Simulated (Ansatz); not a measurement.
# K on Ni(110): change of the work function, part 4 of 5

Wanted: Δφ(θ) for K/Ni(110), starting from the longbridge site.

Ansatz 0.2.0; plane-wave DFT, RPBE, Ansatz PAW.

So far, work function, upper face (eV): step 2 (the clean slab) 4.37; step 3 (21 atoms, coverage 0.25 ML, cell 2x2) 1.54; step 4 (22 atoms, coverage 0.5 ML, cell 2x2) 2.22.

## 6. The slab at 0.25 ML, atoms frozen

This step: plane-wave DFT, RPBE, Ansatz PAW (Ansatz 0.2.0).

System of this step: KNi20 (K/Ni(110)). The cell holds 21 atoms: 20 Ni and 1 K. Cell: a = 7.040 Å, b = 4.978 Å, c = 25.892 Å, α = 90.0°, β = 90.0°, γ = 90.0°. Vacuum lies along c.

To see where the charge goes, the covered slab, the bare substrate and the adsorbate layer are each run at the same frozen positions and on the same grid.

input.yaml reads:

```yaml
crystal:
  lattice:
    - [7.04, 0.0, 0.0]
    - [0.0, 4.9780317396, 0.0]
    - [0.0, 0.0, 25.8916696966]
  atoms:
    - { symbol: Ni, position: [0.0, 0.0, 0.3476021479], spin: 0.7 }
    - { symbol: Ni, position: [0.25, 0.25, 0.3956681069], spin: 0.7 }
    - { symbol: Ni, position: [0.0029015461, 0.0, 0.4432004157], spin: 0.7 }
    - { symbol: Ni, position: [0.25, 0.2491319633, 0.4977454451], spin: 0.7 }
    - { symbol: Ni, position: [-0.0127763979, 0.0, 0.5374171557], spin: 0.7 }
    - { symbol: Ni, position: [0.0, 0.5, 0.3476021479], spin: 0.7 }
    - { symbol: Ni, position: [0.25, 0.75, 0.3956681069], spin: 0.7 }
    - { symbol: Ni, position: [0.0038026748, 0.5, 0.4439064272], spin: 0.7 }
    - { symbol: Ni, position: [0.25, 0.7508680367, 0.4977454451], spin: 0.7 }
    - { symbol: Ni, position: [-0.0050093377, 0.5, 0.5400245004], spin: 0.7 }
    - { symbol: Ni, position: [0.5, 0.0, 0.3476021479], spin: 0.7 }
    - { symbol: Ni, position: [0.75, 0.25, 0.3956681069], spin: 0.7 }
    - { symbol: Ni, position: [0.4970984539, 0.0, 0.4432004157], spin: 0.7 }
    - { symbol: Ni, position: [0.75, 0.253493769, 0.4927609607], spin: 0.7 }
    - { symbol: Ni, position: [0.5127763979, 0.0, 0.5374171557], spin: 0.7 }
    - { symbol: Ni, position: [0.5, 0.5, 0.3476021479], spin: 0.7 }
    - { symbol: Ni, position: [0.75, 0.75, 0.3956681069], spin: 0.7 }
    - { symbol: Ni, position: [0.4961973252, 0.5, 0.4439064272], spin: 0.7 }
    - { symbol: Ni, position: [0.75, 0.746506231, 0.4927609607], spin: 0.7 }
    - { symbol: Ni, position: [0.5050093377, 0.5, 0.5400245004], spin: 0.7 }
    - { symbol: K, position: [0.25, 0.0, 0.6320446344] }
magnetization:
  spin_polarized: true
kpoints:
  mp_grid: { grid: [5, 6, 1] }
hamiltonian:
  xc: rpbe
scf:
  occupations: { method: fermi_dirac, width: 0.1 }
  convergence: { dr2_threshold: 1.0e-08 }
efield:
  axis: 3
  dipole_correction: true
  ramp_position: 0.97
  ramp_width: 0.06
output:
  write_potential: true
  write_density: true
  volumetric_format: npy
```

Launch:

```
$ ansatz run input.yaml --threads 4 --pin off --max-ram 12288MiB --backend cpu --events-out ev --progress --plain --runs-dir out
```

Numbers of over 12 decimals in the logs are rounded to 6 here.

Output:

```text
[...]
Crystal: 21 atoms, lattice volume = 907.382 Å³
Basis set: ecut = 420 eV, 17773 PW (Γ)
Bands: 230, of which v1, the nominal top of the filled ones, is band 185 counted from 1 (184 counted from 0)
Symmetry: 4 space group operations
k-points: 12 of 30
[...]
Starting moments: Σ|m| = 14 μB on 20 of 21 sites
[...]
SCF iter   1: F=—  HF=-118410.989145 eV  |F-HF|=—  |Δ(HF+E_count)|=         —  Δρ=2.46e-2 (↑2.46e-2 ↓2.36e-2)  dr2=2.74e1  dr2_m=3.76e0  M=16.881 μB ∫|m|=17.642 μB  β_m=1.00  ethr=3.10e-3  p=-0.000 e·Å  D=-1.06e-7 V/Å  ΔV_dip=0.00 eV  dr2_dipole=3.49e-1  V_vac-E_F(+/−)=6.89/6.89 eV  ⟨swp⟩=12.9  Hψ=31170  notcnv=0  defer=291
[...]
SCF iter  19: F=-118429.312425 eV  HF=-118429.312425 eV  |F-HF|=3.38e-9  |Δ(HF+E_count)|=  8.59e-10  Δρ=3.50e-7 (↑1.32e-7 ↓3.50e-7)  dr2=2.70e-9  dr2_m=1.20e-10  M=13.736 μB ∫|m|=15.877 μB  ethr=1.00e-12  p=0.537 e·Å  D=1.07e-1 V/Å  ΔV_dip=-2.77 eV  dr2_dipole=3.60e-10  V_vac-E_F(+/−)=1.54/4.32 eV  ⟨swp⟩=15.1  Hψ=24995  notcnv=0
SCF 1 converged in 19 iterations: F = -118429.312425 eV  dr2 = 2.70e-9
[...]
SCF converged after 19 iterations
Magnetization: 13.7360 μB (191.3680 up, 177.6320 down)
Absolute magnetization: 15.8919 μB (∫|ρ↑−ρ↓|, with the PAW one-centre terms)
[...]
Per-site moments (μB) at R_I (Å): [(0.817808, 1.021054), (0.694579, 1.017924), (0.717131, 1.007294), (0.676715, 1.008802), (0.713346, 0.986412), (0.816097, 1.026719), (0.694579, 1.017924), (0.716093, 1.019869), (0.676715, 1.008802), (0.760513, 1.008564), (0.817808, 1.021054), (0.701757, 1.026719), (0.717131, 1.007294), (0.679100, 0.986412), (0.713346, 0.986412), (0.816097, 1.026719), (0.701757, 1.026719), (0.716093, 1.019869), (0.679100, 0.986412), (0.760513, 1.008564), (-0.00753681, 1.266389)]
Free energy (F): -118429.312425 eV
[...]
Internal energy: -118428.088200 eV  (E = F + TS)
E sigma→0 (E₀):  -118428.700312 eV
Entropy (-TS):   -1.224226 eV (-58.296 meV/atom)
Fermi energy:    2.504744 eV
Dipole field:    D = 0.107159 V/Å  (p = 0.537351 e·Å, saw-weighted, corrected)
Work function:   Φ+ = 1.5450 eV   Φ− = 4.3195 eV
[...]
--- Band table (eV; the first three rows and the last of 24) ---
  k-point 0 ↑: bands = [... 181 lower, 1.8609, 1.8800, 1.8890, 1.8950, 1.9137, 1.9459, 1.9492, 1.9684, ... 41 higher]
  k-point 1 ↑: bands = [... 181 lower, 1.8021, 1.8038, 1.8125, 1.8451, 1.8534, 1.8835, 1.9078, 1.9875, ... 41 higher]
  k-point 2 ↑: bands = [... 181 lower, 1.7402, 1.7622, 1.7768, 1.8416, 1.9137, 1.9430, 1.9537, 1.9928, ... 41 higher]
  k-point 11 ↓: bands = [... 181 lower, 2.5369, 2.6217, 2.6262, 2.6668, 2.6831, 2.7131, 2.7179, 2.7491, ... 41 higher]
```

The job ended after 7 min (4 threads of Arm Neoverse V2, shared host; peak memory 7 GiB).

Reading the cycles: dr2 is the Hartree energy of the density residual (eV), the measure of convergence; HF is the Harris–Foulkes estimate of the energy, which meets the free energy F at convergence.

This step gave:

```yaml
energy_at_zero_smearing: -118428.7003 eV
total_moment: 13.74 μB
work_function_upper_face: 1.545 eV
work_function_lower_face: 4.320 eV
dipole_along_the_normal: 0.5374 e·Å
step_between_the_vacuum_levels: -2.775 eV
```

The work function of the upper face is 1.54 eV.

## 7. The substrate of the 0.25 ML cell alone

System of this step: K/Ni(110), substrate alone, atoms held. The cell holds 20 atoms: 20 Ni. Cell: a = 7.040 Å, b = 4.978 Å, c = 25.892 Å, α = 90.0°, β = 90.0°, γ = 90.0°. Vacuum lies along c.

The second part, atoms unmoved.

input.yaml reads:

```yaml
crystal:
  lattice:
    - [7.04, 0.0, 0.0]
    - [0.0, 4.9780317396, 0.0]
    - [0.0, 0.0, 25.8916696966]
  atoms:
    - { symbol: Ni, position: [0.0, 0.0, 0.3476021479], spin: 0.82 }
    - { symbol: Ni, position: [0.25, 0.25, 0.3956681069], spin: 0.69 }
    - { symbol: Ni, position: [0.0029015461, 0.0, 0.4432004157], spin: 0.72 }
    - { symbol: Ni, position: [0.25, 0.2491319633, 0.4977454451], spin: 0.68 }
    - { symbol: Ni, position: [-0.0127763979, 0.0, 0.5374171557], spin: 0.71 }
    - { symbol: Ni, position: [0.0, 0.5, 0.3476021479], spin: 0.82 }
    - { symbol: Ni, position: [0.25, 0.75, 0.3956681069], spin: 0.69 }
    - { symbol: Ni, position: [0.0038026748, 0.5, 0.4439064272], spin: 0.72 }
    - { symbol: Ni, position: [0.25, 0.7508680367, 0.4977454451], spin: 0.68 }
    - { symbol: Ni, position: [-0.0050093377, 0.5, 0.5400245004], spin: 0.76 }
    - { symbol: Ni, position: [0.5, 0.0, 0.3476021479], spin: 0.82 }
    - { symbol: Ni, position: [0.75, 0.25, 0.3956681069], spin: 0.7 }
    - { symbol: Ni, position: [0.4970984539, 0.0, 0.4432004157], spin: 0.72 }
    - { symbol: Ni, position: [0.75, 0.253493769, 0.4927609607], spin: 0.68 }
    - { symbol: Ni, position: [0.5127763979, 0.0, 0.5374171557], spin: 0.71 }
    - { symbol: Ni, position: [0.5, 0.5, 0.3476021479], spin: 0.82 }
    - { symbol: Ni, position: [0.75, 0.75, 0.3956681069], spin: 0.7 }
    - { symbol: Ni, position: [0.4961973252, 0.5, 0.4439064272], spin: 0.72 }
    - { symbol: Ni, position: [0.75, 0.746506231, 0.4927609607], spin: 0.68 }
    - { symbol: Ni, position: [0.5050093377, 0.5, 0.5400245004], spin: 0.76 }
magnetization:
  spin_polarized: true
kpoints:
  mp_grid: { grid: [5, 6, 1] }
hamiltonian:
  xc: rpbe
scf:
  occupations: { method: fermi_dirac, width: 0.1 }
  convergence: { dr2_threshold: 1.0e-08 }
efield:
  axis: 3
  dipole_correction: true
  ramp_position: 0.97
  ramp_width: 0.06
output:
  write_potential: true
  write_density: true
  volumetric_format: npy
```

Output:

```text
[...]
Crystal: 20 atoms, lattice volume = 907.382 Å³
Basis set: ecut = 420 eV, 17773 PW (Γ)
Bands: 225, of which v1, the nominal top of the filled ones, is band 180 counted from 1 (179 counted from 0)
Symmetry: 4 space group operations
k-points: 12 of 30
[...]
Starting moments: Σ|m| = 14.6 μB on 20 of 20 sites
[...]
SCF iter   1: F=—  HF=-116867.642926 eV  |F-HF|=—  |Δ(HF+E_count)|=         —  Δρ=2.49e-2 (↑2.26e-2 ↓2.49e-2)  dr2=2.09e1  dr2_m=3.63e0  M=17.455 μB ∫|m|=18.210 μB  β_m=1.00  ethr=3.10e-3  p=-0.000 e·Å  D=-1.08e-7 V/Å  ΔV_dip=0.00 eV  dr2_dipole=2.50e-2  V_vac-E_F(+/−)=6.92/6.92 eV  ⟨swp⟩=13.0  Hψ=30826  notcnv=0  defer=186
[...]
SCF iter  18: F=-116886.280526 eV  HF=-116886.280526 eV  |F-HF|=9.49e-9  |Δ(HF+E_count)|=  2.62e-10  Δρ=7.14e-7 (↑2.05e-7 ↓7.14e-7)  dr2=9.26e-9  dr2_m=5.85e-10  M=14.404 μB ∫|m|=16.406 μB  ethr=1.04e-12  p=-0.015 e·Å  D=-2.97e-3 V/Å  ΔV_dip=0.08 eV  dr2_dipole=1.12e-9  V_vac-E_F(+/−)=4.40/4.32 eV  ⟨swp⟩=14.7  Hψ=26600  notcnv=0
SCF 1 converged in 18 iterations: F = -116886.280526 eV  dr2 = 9.26e-9
[...]
SCF converged after 18 iterations
Magnetization: 14.4038 μB (187.2019 up, 172.7981 down)
Absolute magnetization: 16.4203 μB (∫|ρ↑−ρ↓|, with the PAW one-centre terms)
[...]
Per-site moments (μB) at R_I (Å): [(0.813202, 1.021054), (0.700297, 1.017924), (0.737640, 1.007294), (0.702599, 1.008802), (0.813813, 0.986412), (0.814651, 1.026719), (0.700297, 1.017924), (0.735173, 1.019869), (0.702599, 1.008802), (0.820039, 1.008564), (0.813202, 1.021054), (0.705789, 1.026719), (0.737640, 1.007294), (0.700084, 0.986412), (0.813813, 0.986412), (0.814651, 1.026719), (0.705789, 1.026719), (0.735173, 1.019869), (0.700084, 0.986412), (0.820039, 1.008564)]
Free energy (F): -116886.280526 eV
[...]
Internal energy: -116885.056595 eV  (E = F + TS)
E sigma→0 (E₀):  -116885.668561 eV
Entropy (-TS):   -1.223930 eV (-61.197 meV/atom)
Fermi energy:    1.126296 eV
Dipole field:    D = -0.002949 V/Å  (p = -0.014786 e·Å, saw-weighted, corrected)
Work function:   Φ+ = 4.3948 eV   Φ− = 4.3185 eV
[...]
--- Band table (eV; the first three rows and the last of 24) ---
  k-point 0 ↑: bands = [... 176 lower, 0.4488, 0.4532, 0.4738, 0.4870, 0.5007, 0.5277, 0.5483, 0.5541, ... 41 higher]
  k-point 1 ↑: bands = [... 176 lower, 0.3955, 0.4157, 0.4160, 0.4502, 0.4513, 0.4772, 0.5009, 0.5475, ... 41 higher]
  k-point 2 ↑: bands = [... 176 lower, 0.3238, 0.3366, 0.3669, 0.3933, 0.4349, 0.5189, 0.5543, 0.5647, ... 41 higher]
  k-point 11 ↓: bands = [... 176 lower, 1.1604, 1.1727, 1.2541, 1.2615, 1.3104, 1.3356, 1.3549, 1.3556, ... 41 higher]
```

Wall time 6.4 min (4 threads); peak memory 6.9 GiB; 25 min of CPU time.

Numbers from this step:

```
energy at zero smearing        : -116885.6686 eV
total moment                   : 14.40 μB
work function, upper face      : 4.395 eV
work function, lower face      : 4.318 eV
dipole along the normal        : -0.01479 e·Å
step between the vacuum levels : 0.07634 eV
```

Site moment by atom:

```csv
atom,site moment (μB)
Ni1,0.813
Ni2,0.700
Ni3,0.738
Ni4,0.703
Ni5,0.814
Ni6,0.815
Ni7,0.700
Ni8,0.735
Ni9,0.703
Ni10,0.820
Ni11,0.813
Ni12,0.706
Ni13,0.738
Ni14,0.700
Ni15,0.814
Ni16,0.815
Ni17,0.706
Ni18,0.735
Ni19,0.700
Ni20,0.820
```

The work function of the upper face is 4.39 eV.

## 8. The adsorbate layer of the 0.25 ML cell alone

System of this step: K/Ni(110), adsorbate layer alone, atoms held. The cell holds 1 atom: 1 K. Cell: a = 7.040 Å, b = 4.978 Å, c = 25.892 Å, α = 90.0°, β = 90.0°, γ = 90.0°. Vacuum lies along c.

The third part; a free layer of atoms may carry a moment, so spin is on.

input.yaml, the sections that differ from step 7:

```yaml
crystal:
  lattice:
    - [7.04, 0.0, 0.0]
    - [0.0, 4.9780317396, 0.0]
    - [0.0, 0.0, 25.8916696966]
  atoms:
    - { symbol: K, position: [0.25, 0.0, 0.6320446344], spin: 1.0 }
# magnetization, kpoints, hamiltonian, scf, efield, output: as in step 7
```

Output:

```text
[...]
Crystal: 1 atoms, lattice volume = 907.382 Å³
Basis set: ecut = 420 eV, 17773 PW (Γ)
Bands: 9, of which v1, the nominal top of the filled ones, is band 5 counted from 1 (4 counted from 0)
Symmetry: 4 space group operations
k-points: 12 of 30
[...]
Starting moments: Σ|m| = 1 μB on 1 of 1 site
[...]
SCF iter   8: F=—  HF=-1541.658588 eV  |F-HF|=—  |Δ(HF+E_count)|=   1.75e-3  Δρ=6.59e-4 (↑6.54e-4 ↓6.59e-4)  dr2=5.83e-7  dr2_m=3.59e-3  M=0.019 μB ∫|m|=0.021 μB  β_m=0.36  ethr=3.12e-8  p=0.000 e·Å  D=1.11e-6 V/Å  ΔV_dip=-0.00 eV  dr2_dipole=3.49e-10  V_vac-E_F(+/−)=2.40/2.40 eV  ⟨swp⟩=2.2  Hψ=361  notcnv=0
[...]
spin-set hold released at iteration 8 (site moments contracting): the magnetisation degrees of freedom join the quasi-Newton model from the next iteration; the mixer history was flushed
SCF iter   9: F=—  HF=-1541.659614 eV  |F-HF|=—  |Δ(HF+E_count)|=   1.03e-3  Δρ=4.34e-4 (↑4.31e-4 ↓4.34e-4)  dr2=2.95e-7  dr2_m=1.55e-3  M=0.015 μB ∫|m|=0.016 μB  β_m=0.61  ethr=6.48e-9  p=0.000 e·Å  D=1.99e-6 V/Å  ΔV_dip=-0.00 eV  dr2_dipole=1.64e-10  V_vac-E_F(+/−)=2.40/2.40 eV  ⟨swp⟩=3.0  Hψ=429  notcnv=0
[...]
SCF iter  15: F=-1541.660450 eV  HF=-1541.660450 eV  |F-HF|=4.60e-10  |Δ(HF+E_count)|=   1.74e-9  Δρ=4.06e-8 (↑3.08e-8 ↓4.06e-8)  dr2=1.77e-11  dr2_m=8.56e-12  M=-0.000 μB ∫|m|=0.000 μB  ethr=1.34e-12  p=0.000 e·Å  D=3.37e-6 V/Å  ΔV_dip=-0.00 eV  dr2_dipole=8.00e-14  V_vac-E_F(+/−)=2.40/2.40 eV  ⟨swp⟩=3.4  Hψ=690  notcnv=0
SCF 1 converged in 15 iterations: F = -1541.660450 eV  dr2 = 1.77e-11
[...]
WARN: the starting moments were not kept: the SCF closed with an absolute magnetisation of 2.3e-5 μB, where they sum to 1 μB in size (1 site). That is at most 0.1 of that sum. Measured as dr2_m measures the in/out step, that magnetisation stands 1.1e-11 eV from none, at or under the dr2_threshold of 1.0e-8 eV: it is no larger than a step whose dr2_m would equal this threshold. The system may hold no moment; this SCF  [...]
[...]
SCF converged after 15 iterations
Magnetization: -0.0000 μB (4.5000 up, 4.5000 down)
Absolute magnetization: 0.0000 μB (∫|ρ↑−ρ↓|, with the PAW one-centre terms)
[...]
Per-site moments (μB) at R_I (Å): [(2.521943022153625e-6, 2.053438092585)]
Free energy (F): -1541.660450 eV
[...]
Internal energy: -1541.619063 eV  (E = F + TS)
E sigma→0 (E₀):  -1541.639757 eV
Entropy (-TS):   -0.041386 eV (-41.386 meV/atom)
Fermi energy:    -1.992951 eV
Dipole field:    D = 0.000004 V/Å  (p = 0.000018 e·Å, saw-weighted, corrected)
Work function:   Φ+ = 2.3954 eV   Φ− = 2.3955 eV
[...]
--- Band table (eV; the first three rows and the last of 24) ---
[...]
```

The job ended after 9.3 s (4 threads; peak memory 1 GiB).

Numbers from this step:

* energy at zero smearing: -1541.6398 eV
* work function, upper face: 2.395 eV
* dipole along the normal: 1.78e-5 e·Å

At this spacing and smearing the free layer keeps no moment.

## 9. Where the charge went at 0.25 ML

This step: plane-wave DFT, RPBE, Ansatz PAW; density difference on adsorption (Ansatz 0.2.0).

The densities of the parts are taken from that of the whole and averaged over planes; the first moment of what is left gives the step in the potential.

Numbers from this step:

```
largest charge moved                 : 0.007050 e/Å²
potential step from the moved charge : -2.852 eV
```

The electron density difference oscillates, so the rows of the table below give means over windows of 0.5 Å about each position, cut where the curve ends. Its maxima inside the range that stand out by 2 % of the span (Å: e/Å³): 10.50: 1.9e-4, 11.51: 4.4e-4, 12.08: 4.8e-4, 13.95: -0.00113, 14.96: 0.0102, 16.97: -0.00179. Its minima: 11.22: -5.5e-4, 11.80: -5.4e-4, 13.66: -0.00210, 14.10: -0.00237, 16.54: -0.00206, 17.69: -0.00298.

Planar mean, whole system less its parts. The electron density difference by z; means over each step:

```csv
z (Å),electron density difference (e/Å³)
6.5,-2.4e-7
7.0,1.4e-6
7.5,1.0e-5
8.0,2.8e-5
8.5,5.7e-6
9.0,-4.5e-5
9.5,-4.5e-5
10.0,-9.0e-5
10.5,6.5e-5
11.0,-1.4e-4
11.5,-8.0e-5
12.0,1.2e-4
12.5,-5.6e-5
13.0,-8.2e-4
13.5,-0.00165
14.0,-0.00170
14.5,0.00481
15.0,0.00949
15.5,0.00407
16.0,-7.9e-4
16.5,-0.00194
17.0,-0.00194
17.5,-0.00276
18.0,-0.00270
18.5,-0.00186
19.0,-0.00106
19.5,-5.3e-4
20.0,-2.5e-4
20.5,-1.1e-4
21.0,-4.6e-5
21.5,-1.7e-5
22.0,-5.0e-6
22.5,-8.4e-7
```

Planar mean, whole system less its parts. Electrons moved below z against z:

z (Å), electrons moved below z (e/Å²) and a bar from the least value:
```
      7.0    0.00000 ######
      7.5    0.00000 ######
      8.0    0.00001 ######
      8.5    0.00002 ######
      9.0    0.00000 ######
      9.5    0.00001 ######
     10.0   -0.00005 ######
     10.5   -0.00005 ######
     11.0   -0.00004 ######
     11.5   -0.00007 ######
     12.0   -0.00015 ######
     12.5   -0.00008 ######
     13.0   -0.00029 #####
     13.5   -0.00100 ###
     14.0   -0.00184 
     14.5   -0.00134 ##
     15.0    0.00342 ##################
     15.5    0.00671 #############################
     16.0    0.00687 ##############################
     16.5    0.00598 ###########################
     17.0    0.00504 ########################
     17.5    0.00380 ###################
     18.0    0.00237 ##############
     18.5    0.00128 ###########
     19.0    0.00062 ########
     19.5    0.00028 #######
     20.0    0.00012 #######
     20.5    0.00005 #######
     21.0    0.00002 ######
     21.5    0.00000 ######
     22.0    0.00000 ######
     22.5    0.00000 ######
     23.0    0.00000 ######
     23.5    0.00000 ######
     24.0    0.00000 ######
```

## 10. A changed input

This step: plane-wave DFT, RPBE, Ansatz PAW (Ansatz 0.2.0).

System of this step: KNi10 (K/Ni(110)). The cell holds 22 atoms: 20 Ni and 2 K. Its edges and angles: a = 7.040 Å, b = 4.978 Å, c = 25.892 Å, α = 90.0°, β = 90.0°, γ = 90.0°. Vacuum lies along c.

An input spoilt on purpose, to show how the run answers: it repeats the earlier run at 0.5 ML with efield.dipole_correction from dipole_correction to Dipole_correction, and scf.max_iter set to 75.

input.yaml reads:

```yaml
crystal:
  lattice:
    - [7.04, 0.0, 0.0]
    - [0.0, 4.9780317396, 0.0]
    - [0.0, 0.0, 25.8916696966]
  atoms:
    - { symbol: Ni, position: [0.0, 0.0, 0.3476021479], spin: 0.82 }
    - { symbol: Ni, position: [0.25, 0.25, 0.3956681069], spin: 0.7 }
    - { symbol: Ni, position: [0.0, 0.0, 0.4439301997], spin: 0.74 }
    - { symbol: Ni, position: [0.25, 0.25, 0.4949377719], spin: 0.7 }
    - { symbol: Ni, position: [0.0, 0.0, 0.5385347875], spin: 0.82 }
    - { symbol: Ni, position: [0.0, 0.5, 0.3476021479], spin: 0.82 }
    - { symbol: Ni, position: [0.25, 0.75, 0.3956681069], spin: 0.7 }
    - { symbol: Ni, position: [0.0, 0.5, 0.4439301997], spin: 0.74 }
    - { symbol: Ni, position: [0.25, 0.75, 0.4949377719], spin: 0.7 }
    - { symbol: Ni, position: [0.0, 0.5, 0.5385347875], spin: 0.82 }
    - { symbol: Ni, position: [0.5, 0.0, 0.3476021479], spin: 0.82 }
    - { symbol: Ni, position: [0.75, 0.25, 0.3956681069], spin: 0.7 }
    - { symbol: Ni, position: [0.5, 0.0, 0.4439301997], spin: 0.74 }
    - { symbol: Ni, position: [0.75, 0.25, 0.4949377719], spin: 0.7 }
    - { symbol: Ni, position: [0.5, 0.0, 0.5385347875], spin: 0.82 }
    - { symbol: Ni, position: [0.5, 0.5, 0.3476021479], spin: 0.82 }
    - { symbol: Ni, position: [0.75, 0.75, 0.3956681069], spin: 0.7 }
    - { symbol: Ni, position: [0.5, 0.5, 0.4439301997], spin: 0.74 }
    - { symbol: Ni, position: [0.75, 0.75, 0.4949377719], spin: 0.7 }
    - { symbol: Ni, position: [0.5, 0.5, 0.5385347875], spin: 0.82 }
    - { symbol: K, position: [0.25, 0.0, 0.6523978521] }
    - { symbol: K, position: [0.75, 0.5, 0.6523978521] }
magnetization:
  spin_polarized: true
kpoints:
  mp_grid: { grid: [5, 6, 1] }
hamiltonian:
  xc: rpbe
scf:
  occupations: { method: fermi_dirac, width: 0.1 }
  convergence: { dr2_threshold: 1.0e-08 }
  max_iter: 75
efield:
  axis: 3
  Dipole_correction: true
  ramp_position: 0.97
  ramp_width: 0.06
relax:
  f_tol: 0.02
  max_steps: 60
  constraints: [{ sites: [0, 1, 5, 6, 10, 11, 15, 16] }]
output:
  bader: true
  dos: { projected: true, e_range: [-8, 4] }
  write_potential: true
  write_density: true
  volumetric_format: npy
```

Output:

```text
Error: YAML parse error: error: line 41 column 3: unknown field `Dipole_correction`, expected one of axis, amplitude, dipole_correction, ramp_position, ramp_width
  --> <input>:41:3
   |
39 | efield:
40 |   axis: 3
41 |   Dipole_correction: true
   |   ^ unknown field `Dipole_correction`, expected one of axis, amplitude, dipole_correction, ramp_position, ramp_width
42 |   ramp_position: 0.97
43 |   ramp_width: 0.06
   |
```

Wall time 0.02 s (4 threads); peak memory 0.022 GiB.

The input was rejected at the start.

The program's message: “Error: YAML parse error: error: line 41 column 3: unknown field `Dipole_correction`, expected one of axis, amplitude, dipole_correction, ramp_position, ramp_width”

A key was misspelt on purpose.

(Part 4 of 5 ends here.)

[Logs are printed without paths, hosts, clocks, repeated set-up lines and the standing remarks that a program may print on its own settings, such as how far it seeks lower states.]

[Hosts, paths, dates, database ids (printed as entryN), source tags and the programs' standing remarks are cut or masked in the printed files.]

[Maps of the electrostatic potential energy from Ansatz leave out the sawtooth potential of an applied field or a dipole correction, so their vacuum need not be flat; planar profiles and work functions include it.]
